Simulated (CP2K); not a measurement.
Two runs for the C K edge of 4-fluoropyridine. Run A: CP2K XAS_TDP, all-electron GAPW, PBEh(45%), aug-cc-pVDZ, TDA, no relativity. Run B differs in one setting.

First lines with a strength over 0.0015. A:

| atom | energy (eV) | states | strength, one atom |
| --- | --- | --- | --- |
| C2 (bonded to 2 C and F) | 283.42 | 1 | 0.0631 |
|  | 286.42 | 1 | 0.0468 |
|  | 288.72 | 1 | 0.0016 |
|  | 289.36 | 1 | 0.0050 |
|  | 289.66 | 1 | 0.0060 |
| C3 (bonded to 2 C and H), 2 alike | 281.62 | 1 | 0.0485 |
|  | 284.67 | 1 | 0.0133 |
|  | 285.50 | 1 | 0.0020 |
|  | 286.14 | 1 | 0.0017 |
|  | 286.37 | 1 | 0.0050 |
| C4 (bonded to C, N and H), 2 alike | 281.75 | 1 | 0.0580 |
|  | 285.49 | 1 | 0.0121 |
|  | 286.50 | 1 | 0.0023 |
|  | 287.15 | 1 | 0.0040 |
|  | 287.73 | 1 | 0.0029 |

B:

| atom | energy (eV) | states | strength, one atom |
| --- | --- | --- | --- |
| C2 (bonded to 2 C and F) | 289.29 | 1 | 0.0619 |
|  | 292.30 | 1 | 0.0459 |
|  | 294.60 | 1 | 0.0015 |
|  | 295.24 | 1 | 0.0049 |
|  | 295.54 | 1 | 0.0059 |
| C3 (bonded to 2 C and H), 2 alike | 287.41 | 1 | 0.0475 |
|  | 290.46 | 1 | 0.0130 |
|  | 291.30 | 1 | 0.0019 |
|  | 291.94 | 1 | 0.0017 |
|  | 292.16 | 1 | 0.0049 |
| C4 (bonded to C, N and H), 2 alike | 287.56 | 1 | 0.0569 |
|  | 291.30 | 1 | 0.0119 |
|  | 292.31 | 1 | 0.0023 |
|  | 292.96 | 1 | 0.0039 |
|  | 293.54 | 1 | 0.0028 |

Which was it: GW2X switched on, the basis, the functional, scalar relativity switched on?

GW2X switched on. GW2X shifts an atom's lines together and keeps their spacings. Against PBEh(45%) in aug-cc-pVDZ, the leading lines move by +5.87 eV (C2, to 289.29), +5.79 eV (C3, to 287.41) and +5.81 eV (C4, to 287.56).

[Hosts, paths, dates, database ids (printed as entryN), source tags and the programs' standing remarks are cut or masked in the printed files.]
